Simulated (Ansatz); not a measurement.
# BN (P6_3/mmc): Grüneisen parameters, part 2 of 3

Does BN (P6_3/mmc) expand much on heating, by its phonons?

Ansatz 0.2.0; DFT LDA, scalar-relativistic, plane waves, PAW; PAW set soft_1.

So far, highest frequency on the path or at a solved wavevector (cm⁻¹): step 2 (response at finite wavevector) 1617.

The database entry behind the starting cell differs from later determinations by our own check (about 0.3 % short, minor phase), so it need not match the best structure at ambient conditions.

## (3) Relaxing at another volume, volume ratio 0.97

The volume is scaled by 0.97 and held, while shape and atoms relax as far as symmetry allows. The modes can then be followed against volume.

The input, input.yaml:

```yaml
crystal:
  lattice:
    - [2.4632014281, 0.0, 0.0]
    - [-1.2316007141, 2.1331950114, 0.0]
    - [0.0, 0.0, 6.4266446272]
  atoms:
    - { symbol: B, position: [0.3333333333, 0.6666666667, 0.25] }
    - { symbol: B, position: [0.6666666667, 0.3333333333, 0.75] }
    - { symbol: "N", position: [0.3333333333, 0.6666666667, 0.75] }
    - { symbol: "N", position: [0.6666666667, 0.3333333333, 0.25] }
kpoints:
  mp_grid: { grid: [12, 12, 4] }
hamiltonian:
  xc: lda
  pseudopotentials: { kind: paw, azcp: { folder: soft_1 }, xc_functional: pbe }
scf:
  occupations: { method: fixed }
output:
  forces: true
  stress: true
  eigenvalues: true
  write_density: true
  write_potential: true
  elf: true
  volumetric_format: npy
relax:
  adjacent_minimum: "off"
  f_tol: 0.001
  max_steps: 60
  cell: { stress_tol: 0.01, fix: [volume] }
```

On the command line:

```
$ ansatz run input.yaml --threads 4 --pin off --max-ram 10240MiB --backend cpu --events-out ev --progress --plain --runs-dir out
```

Numbers of over 12 decimals in the logs are rounded to 6 here.

Log:

```text
[...]
Crystal: 4 atoms, lattice volume = 33.769 Å³
Basis set: ecut = 420 eV, 639 PW (Γ)
Bands: 12, of which v1, the nominal top of the filled ones, is band 8 counted from 1 (7 counted from 0)
Symmetry: 24 space group operations
[...]
k-points: 57 of 576
[...]
cell:  # Å, volume = 33.7687 Å³
    - [2.486421, 2.913964832593443e-11, 0.0]
    - [-1.243210, 2.153303, 0.0]
    - [0.0, 0.0, 6.307176]
  atoms:
    - { symbol: B, position: [0.333333, 0.666667, 0.25] }
    - { symbol: B, position: [0.666667, 0.333333, 0.75] }
    - { symbol: N, position: [0.333333, 0.666667, 0.75] }
    - { symbol: N, position: [0.666667, 0.333333, 0.25] }
[key lines of the parts left out:]
SCF converged after 5 iterations
Free energy (F): -1052.700412 eV
Fermi energy:    5.188914 eV
P = ⅓ Tr σ = 0.9896 GPa (9.896 kbar)
```

Run time: 3.1 s. Hardware: 4 threads of Arm Neoverse V2, shared host; peak memory 0.3 GiB.

Step by step:

```csv
step,energy less that of the first step (eV),largest force component (eV/Å),pressure (GPa),volume (Å³)
1,0.0000,0.0000,8.27,33.77
2,-0.0203,0.0000,3.63,33.77
3,-0.0233,0.0000,1.10,33.77
4,-0.0233,0.0000,1.09,33.77
5*,-0.0233,0.0000,1.10,33.77
6,-0.0233,0.0000,0.95,33.77
7,-0.0233,0.0000,0.99,33.77
8*,-0.0233,0.0000,0.99,33.77
```

Relaxation steps marked * repeat the geometry before them on a plane-wave basis chosen anew for their cell, so energy and pressure can jump there.

Forces are held to the 24 operations that the run works with; a distortion that breaks them can't arise in this run.

```csv
"conventional cell, symmetrised",before,after,change
a (Å),2.463,2.486,+0.9 %
b (Å),2.463,2.486,+0.9 %
c (Å),6.427,6.307,-1.9 %
volume (Å³/atom),8.44,8.44,-0.0 %
```

Final coordinates:

```xyz
4
Lattice="2.4864 0.0000 0.0000 -1.2432 2.1533 0.0000 0.0000 0.0000 6.3072" Properties=species:S:1:pos:R:3 pbc="T T T"
B     0.0000    1.4355    1.5768
B     1.2432    0.7178    4.7304
N     0.0000    1.4355    4.7304
N     1.2432    0.7178    1.5768
```

Numbers from this step:

```
pressure           : 0.9896 GPa
gap on the k-mesh  : 4.001 eV
volume per atom    : 8.442 Å³
direct gap on mesh : 4.382 eV
```

Valence density in the ac plane at fractional y = 0.333, with atoms of B and N within 0.2 Å of it. It is the smooth field of the valence electrons, not physical close to the nuclei.

Ten even steps from '_' (0.0 e/Å³) to '@' (3.6 e/Å³), each cell a mean:
```
__________________________
__________________________
__________________________
..........................
::::::::::::::........::::
::::::::::::::::......::::
::::::::::::::........::::
..........................
__________________________
__________________________
__________________________
__________________________
__________________________
__________________________
______________..........__
..______....::--==++==--::
::........--++##%%%%%%++--
::......::--**@@@@@@@@##==
::......::--++%%@@@@%%**--
....____..::--==++**++--::
____________....::::::....
__________________________
__________________________
__________________________
```
Columns run along a (2.5 Å), rows up along c (6.3 Å). Atoms in or near the plane, at fractional coordinates: B at (0.67, 0.75), N at (0.67, 0.25).

ELF in the ac plane at fractional y = 0.333, with atoms of B and N within 0.2 Å of it. It is the smooth field of the valence electrons, not physical close to the nuclei.

Ten even steps from '_' (0.00) to '@' (0.83), each cell a mean:
```
__________________________
::--------::::::::::::::::
++++++++++++====------==++
############**==::..--++##
%%%%##%%%%%%##--____..**%%
@@%%%%%%@@@@##::______++@@
@@%%##%%%%%%##--____..**%%
%%######%%##**==....::++##
************++==--::--++**
--------------::::::::::--
..............__________..
__________________________
__________....::::::::....
::......::--++********++==
++--::::==**%%%%@@@@%%%%##
##++--==##@@@@@@%%%%@@@@@@
%%**--==%%@@@@##++==**@@@@
@@**--++%%@@@@++..__--%%@@
@@**--==%%@@@@##==--**@@@@
%%++--==##@@@@@@%%%%%%@@@@
**==::--++##%%@@@@@@@@%%%%
--::....::==****######**++
..______....::--------::..
__________________________
```
Columns run along a (2.5 Å), rows up along c (6.3 Å). Atoms in or near the plane, at fractional coordinates: B at (0.67, 0.75), N at (0.67, 0.25).

Electrostatic potential energy in the ac plane at fractional y = 0.333, with atoms of B and N within 0.2 Å of it. With pseudopotentials it is smooth inside the atoms' cores, unlike the true potential.

Ten even steps from '_' (-37 eV) to '@' (11 eV), each cell a mean:
```
@@@@@@@@@@@@@@@@@@@@@@@@@@
@@@@@@@@@@@@@@@@@@@@@@@@@@
@@@@@@@@@@@@%%%%%%##%%%%@@
%%%%%%%%%%%%##++----==**%%
%%##########==..______--**
####****##**::________..++
##########**--________::**
%%%%%%%%%%%%**==::::--++##
@@@@@@@@@@%%%%##****##%%%%
@@@@@@@@@@@@@@@@@@%%@@@@@@
@@@@@@@@@@@@@@@@@@@@@@@@@@
@@@@@@@@@@@@@@@@@@@@@@@@@@
@@@@@@@@@@@@@@@@@@@@@@@@@@
@@@@@@@@@@@@@@@@@@@@@@@@@@
@@@@@@@@@@@@@@@@%%%%@@@@@@
%%%%%%%%%%%%##++----==**%%
%%##########==..______--**
####****##++::________..==
##########**--________::++
%%%%%%%%%%%%**==::::--++%%
@@@@@@@@@@@@@@%%####%%%%@@
@@@@@@@@@@@@@@@@@@@@@@@@@@
@@@@@@@@@@@@@@@@@@@@@@@@@@
@@@@@@@@@@@@@@@@@@@@@@@@@@
```
Columns run along a (2.5 Å; values clipped at the 3rd and 97th percentile), rows up along c (6.3 Å). Atoms in or near the plane, at fractional coordinates: B at (0.67, 0.75), N at (0.67, 0.25).

## (4) Phonons at the other volume, volume ratio 0.97

The phonons are repeated at this volume on the same k and q meshes.

The input, input.yaml:

```yaml
crystal:
  lattice:
    - [2.4864206601, 0.0, 0.0]
    - [-1.2432103301, 2.1533034561, 0.0]
    - [0.0, 0.0, 6.3071756997]
  atoms:
    - { symbol: B, position: [0.3333333333, 0.6666666667, 0.25] }
    - { symbol: B, position: [0.6666666667, 0.3333333333, 0.75] }
    - { symbol: "N", position: [0.3333333333, 0.6666666667, 0.75] }
    - { symbol: "N", position: [0.6666666667, 0.3333333333, 0.25] }
kpoints:
  mp_grid: { grid: [12, 12, 4] }
hamiltonian:
  xc: lda
  pseudopotentials: { kind: paw, azcp: { folder: soft_1 }, xc_functional: pbe }
scf:
  occupations: { method: fixed }
output:
  eigenvalues: true
phonons:
  method: dfpt
  dielectric: true
  rigid_motions: translations
  qmesh: [6, 6, 2]
  temperatures: { t_max: 1000, t_step: 50 }
  qpath:
    path:
      - [[0.0, 0.0, 0.0], [0.5, 0.0, 0.0], [0.33333333, 0.33333333, 0.0], [0.0, 0.0, 0.0], [0.0, 0.0, 0.5], [0.5, 0.0, 0.5], [0.33333333, 0.33333333, 0.5], [0.0, 0.0, 0.5]]
      - [[0.5, 0.0, 0.5], [0.5, 0.0, 0.0]]
      - [[0.33333333, 0.33333333, 0.5], [0.33333333, 0.33333333, 0.0]]
    npoints: 10
```

Log:

```text
[...]
Crystal: 4 atoms, lattice volume = 33.769 Å³
Basis set: ecut = 420 eV, 639 PW (Γ), exchange–correlation on 36×36×96 points (8 copies of the dense FFT grid, shifted against one another)
Bands: 12, of which v1, the nominal top of the filled ones, is band 8 counted from 1 (7 counted from 0)
Symmetry: 24 space group operations
k-points: 164 of 576 (irreducible under 2 space group operations, time reversal used)
[...]
SCF iter   1: F=—  HF=-1055.580052 eV  |F-HF|=—  |Δ(HF+E_count)|=         —  Δρ=1.52e-1  dr2=7.49e0  ethr=3.10e-3  ⟨swp⟩=5.0  Hψ=10347  notcnv=0  defer=202
[...]
SCF iter   9: F=-1052.700413 eV  HF=-1052.700413 eV  |F-HF|=4.55e-13  |Δ(HF+E_count)|=  4.14e-11  Δρ=6.33e-8  dr2=5.39e-13  ethr=1.00e-12  ⟨swp⟩=7.4  Hψ=12034  notcnv=0
SCF 1 converged in 9 iterations: F = -1052.700413 eV  dr2 = 5.39e-13
[...]
DFPT response loops at Γ: preconditioner auto → Resta (q_TF=auto, 2.409 Å⁻¹)  ε∞=3.9 (no band partly filled); β = 1.00, the filter's whole step (`scf.mixing.beta` (0.50) is not read by the response loops at its default; to damp them type it under 1.00, their step now; it binds the ground state too); Broyden in place of MSR1
NSCF: frozen V_eff on 57 k-points
[...]
SCF converged after 9 iterations
Free energy (F): -1052.700413 eV
[...]
Internal energy: -1052.700413 eV  (E = F + TS)
E sigma→0 (E₀):  -1052.700413 eV
Fermi energy:    5.188915 eV
[...]
--- Band table (eV; the first three rows and the last of 164) ---
  k-point 0: bands = [... 4 lower, 3.8266, 3.8266, 3.8867, 3.8867, 10.4814, 15.8919, 16.7449, 16.7449]
  k-point 1: bands = [... 4 lower, 3.8354, 3.8354, 3.8781, 3.8781, 11.3162, 15.0804, 16.7712, 16.7712]
  k-point 2: bands = [... 4 lower, 3.8566, 3.8566, 3.8566, 3.8566, 13.2078, 13.2078, 16.8364, 16.8364]
  k-point 163: bands = [... 4 lower, -0.7294, -0.7294, 3.9488, 3.9488, 10.7696, 10.7696, 17.2626, 17.2626]
--- Phonons (Γ-DFPT): 4 representative perturbations + reference, on 164 of 576 k-points (Σ response iterations 12) ---
  k mesh reduced under 2 symmetry operations, with k and −k counted as one. Each operation leaves every solved perturbation unchanged. A smaller set is not considered because the run solves the response to a homogeneous field
  ASR residual: 3.429e-5 → 0.000e0 eV/Å²; symmetrization residual: 7.312e-7 eV/Å²
  ASR residual per site (eV/Å²): 7.96e-6 7.96e-6 3.43e-5 3.43e-5
[...]
ε∞ (high-frequency dielectric tensor):
        4.987081    -0.000000     0.000000
       -0.000000     4.987081    -0.000000
        0.000000    -0.000000     3.014222
  ε⁰ (static dielectric tensor: ions relaxed, cell fixed):
        6.802683    -0.000000     0.000000
       -0.000000     6.802683    -0.000000
        0.000000    -0.000000     3.684290
  ε⁰ − ε∞ (ionic part):
        1.815602    -0.000000     0.000000
       -0.000000     1.815602    -0.000000
        0.000000    -0.000000     0.670067
  softest optical mode at Γ: 57.86 cm⁻¹; the repairs (sum rule, projections) moved no ω² at Γ by more than (0.94 cm⁻¹)²
  Born effective charges Z* (e; rows j = field, columns β = displacement):
    site 0:
         2.70932   -0.00000    0.00000
        -0.00000    2.70932    0.00000
         0.00000   -0.00000    0.87797
    site 1:
         2.70932   -0.00000    0.00000
        -0.00000    2.70932    0.00000
         0.00000   -0.00000    0.87797
    site 2:
        -2.70932    0.00000   -0.00000
         0.00000   -2.70932   -0.00000
        -0.00000    0.00000   -0.87797
    site 3:
        -2.70932    0.00000   -0.00000
         0.00000   -2.70932   -0.00000
        -0.00000    0.00000   -0.87797
  Z* charge neutrality: 5.745e-6 e pre-enforcement
  k-mesh period / interband length: 25.2 Å / 1.19 Å = 21.24 at k = (0.0000, 0.0000, 0.0000), direct gap 6.595 eV — 14 or more, which is no proof of convergence
  optical modes at Γ without the LO–TO term, one row a degenerate level:
      ω (cm⁻¹)  modes    IR ((D/Å)²/amu)
         57.86      2             0.0000
        137.28      1             0.0000
        741.28      1             5.8295
        809.93      1             0.0000
       1389.66      2           111.0248
       1389.81      2             0.0000
  optical modes at Γ + LO–TO along q̂ = [1.0000, 0.0000, 0.0000]:
      ω (cm⁻¹)  modes    IR ((D/Å)²/amu)
         57.86      2             0.0000
        137.28      1             0.0000
        741.28      1             5.8295
        809.93      1             0.0000
       1389.66      1            55.5124
       1389.81      2             0.0000
       1623.02      1            55.5124
  optical modes at Γ + LO–TO along q̂ = [0.0000, 1.0000, 0.0000]:
      ω (cm⁻¹)  modes    IR ((D/Å)²/amu)
         57.86      2             0.0000
        137.28      1             0.0000
        741.28      1             5.8295
        809.93      1             0.0000
       1389.66      1            55.5124
       1389.81      2             0.0000
       1623.02      1            55.5124
  optical modes at Γ + LO–TO along q̂ = [0.0000, 0.0000, 1.0000]:
      ω (cm⁻¹)  modes    IR ((D/Å)²/amu)
         57.86      2             0.0000
        137.28      1             0.0000
        809.93      1             0.0000
        819.54      1             5.8295
       1389.66      2           111.0248
       1389.81      2             0.0000
--- Phonons (arbitrary-q DFPT): 14 irreducible q on the 6×6×2 mesh ---
[...]
interpolated dispersion: 94 rows × 12 modes
[...]
```

The job ended after 1.9 min (4 threads; peak memory 0.76 GiB).

This step gave:

```
sum-rule residual before enforcement                    : 3.43e-5 eV/Å²
miss of the charge sum rule                             : 5.74e-6 e
highest frequency on the path or at a solved wavevector : 1623 cm⁻¹
mean frequency                                          : 839.5 cm⁻¹
Debye temperature (second moment)                       : 1759 K
logarithmic mean frequency                              : 689.3 cm⁻¹
highest optical mode at the zone centre (no LO-TO term) : 1390 cm⁻¹
lowest optical zone-centre mode                         : 57.86 cm⁻¹
mean high-frequency dielectric constant                 : 4.329
largest Born charge (third of the trace)                : 2.099 e
mean static dielectric constant                         : 5.763
top of the zone-centre spectrum with the field          : 1623 cm⁻¹
lowest mode on the q mesh (acoustic modes at Γ apart)   : 40.77 cm⁻¹
zero-point energy per atom                              : 156.1 meV
heat capacity at 300 K                                  : 9.874 J/(mol atoms K)
vibrational entropy at 300 K                            : 7.322 J/(mol atoms K)
```

Frequencies (cm⁻¹) solved at each irreducible wavevector; negative means imaginary. Frequencies by wavevector, by row:

```csv
q in reciprocal lattice units,star,mode 1,mode 2,mode 3,mode 4,mode 10,mode 11,mode 12
0 0 0,1,0,0,0,57.9,1390,1390,1390
0 0 -0.5,1,40.8,40.8,40.8,40.8,1390,1390,1390
0 0.1667 0,6,68.4,139.1,292.9,298.8,1362,1477,1589
0 0.1667 -0.5,6,110,110,295.9,295.9,1361,1518,1518
0 0.3333 0,6,211.4,221.7,485.5,489.4,1312,1438,1478
0 0.3333 -0.5,6,217.6,217.6,487.4,487.4,1311,1457,1457
0 -0.5 0,3,320.9,321.2,547.9,551.6,1290,1313,1325
0 -0.5 -0.5,3,322.7,322.7,549.8,549.8,1290,1319,1319
0.1667 0.1667 0,6,163.3,184.6,522.6,527.4,1326,1457,1509
0.1667 0.1667 -0.5,6,175.2,175.2,524.9,524.9,1325,1481,1481
0.1667 0.3333 0,12,290.1,294.8,602.5,634.1,1300,1328,1347
0.1667 0.3333 -0.5,12,293.9,293.9,619.1,619.1,1298,1338,1338
0.3333 0.3333 0,2,327.4,327.4,575.4,575.4,1205,1303,1309
0.3333 0.3333 -0.5,2,329.6,329.6,575.2,575.2,1205,1306,1306
```

The highest optical mode at the zone centre (no LO-TO term) is 1389.8 cm⁻¹, +4.0 cm⁻¹ against the base run.

## (5) Relaxing at another volume, volume ratio 1.03

The volume is scaled by 1.03 and held, while shape and atoms relax as far as symmetry allows. The modes can then be followed against volume.

input.yaml, the sections that differ from step 4:

```yaml
crystal:
  lattice:
    - [2.5129764837, 0.0, 0.0]
    - [-1.2564882418, 2.176301474, 0.0]
    - [0.0, 0.0, 6.5565108208]
  atoms:
    - { symbol: B, position: [0.3333333333, 0.6666666667, 0.25] }
    - { symbol: B, position: [0.6666666667, 0.3333333333, 0.75] }
    - { symbol: "N", position: [0.3333333333, 0.6666666667, 0.75] }
    - { symbol: "N", position: [0.6666666667, 0.3333333333, 0.25] }
output:
  forces: true
  stress: true
  eigenvalues: true
relax:
  adjacent_minimum: "off"
  f_tol: 0.001
  max_steps: 60
  cell: { stress_tol: 0.01, fix: [volume] }
# kpoints, hamiltonian, scf: as in step 4
# phonons: removed
```

Log:

```text
[...]
Crystal: 4 atoms, lattice volume = 35.858 Å³
Basis set: ecut = 420 eV, 711 PW (Γ)
Bands: 12, of which v1, the nominal top of the filled ones, is band 8 counted from 1 (7 counted from 0)
Symmetry: 24 space group operations
[...]
k-points: 57 of 576
[...]
--- Relaxed structure (6 steps of the walk, 6 accepted, 2 SCFs on fresh bases) ---
[...]
cell:  # Å, volume = 35.8575 Å³
    - [2.489717, -2.8600321709680002e-11, 0]
    - [-1.244859, 2.156158, 0]
    - [0, 0, 6.679588]
  atoms:
    - { symbol: B, position: [0.333333, 0.666667, 0.25] }
    - { symbol: B, position: [0.666667, 0.333333, 0.750000] }
    - { symbol: N, position: [0.333333, 0.666667, 0.750000] }
    - { symbol: N, position: [0.666667, 0.333333, 0.25] }
[key lines of the parts left out:]
SCF converged after 5 iterations
Free energy (F): -1052.701005 eV
Fermi energy:    4.489522 eV
P = ⅓ Tr σ = -0.6738 GPa (-6.738 kbar)
```

Run time: 3 s. Hardware: 4 threads; peak memory 0.3 GiB; 10 s of CPU time.

Relaxation path:

```csv
step,energy less that of the first step (eV),largest force component (eV/Å),pressure (GPa),volume (Å³)
1,0.0000,0.0000,-7.22,35.86
2,-0.0182,0.0000,-3.22,35.86
3,-0.0210,0.0000,-0.81,35.86
4,-0.0210,0.0000,-0.83,35.86
5*,-0.0217,0.0000,-0.81,35.86
6,-0.0217,0.0000,-0.69,35.86
7,-0.0217,0.0000,-0.67,35.86
8*,-0.0217,0.0000,-0.67,35.86
```

Relaxation steps marked * repeat the geometry before them on a plane-wave basis chosen anew for their cell, so energy and pressure can jump there.

Forces are held to the 24 operations that the run works with; a distortion that breaks them can't arise in this run.

```csv
"conventional cell, symmetrised",before,after,change
a (Å),2.513,2.490,-0.9 %
b (Å),2.513,2.490,-0.9 %
c (Å),6.557,6.680,+1.9 %
volume (Å³/atom),8.96,8.96,+0.0 %
```

This step gave:

| Property | Result |
| --- | --- |
| pressure | -0.6738 GPa |
| gap on the k-mesh | 4.122 eV |
| volume per atom | 8.964 Å³ |
| direct gap on mesh | 4.546 eV |

(Part 2 of 3 ends here.)

[Logs are printed without paths, hosts, clocks, repeated set-up lines and the standing remarks that a program may print on its own settings, such as how far it seeks lower states.]

[Hosts, paths, dates, database ids (printed as entryN), source tags and the programs' standing remarks are cut or masked in the printed files.]
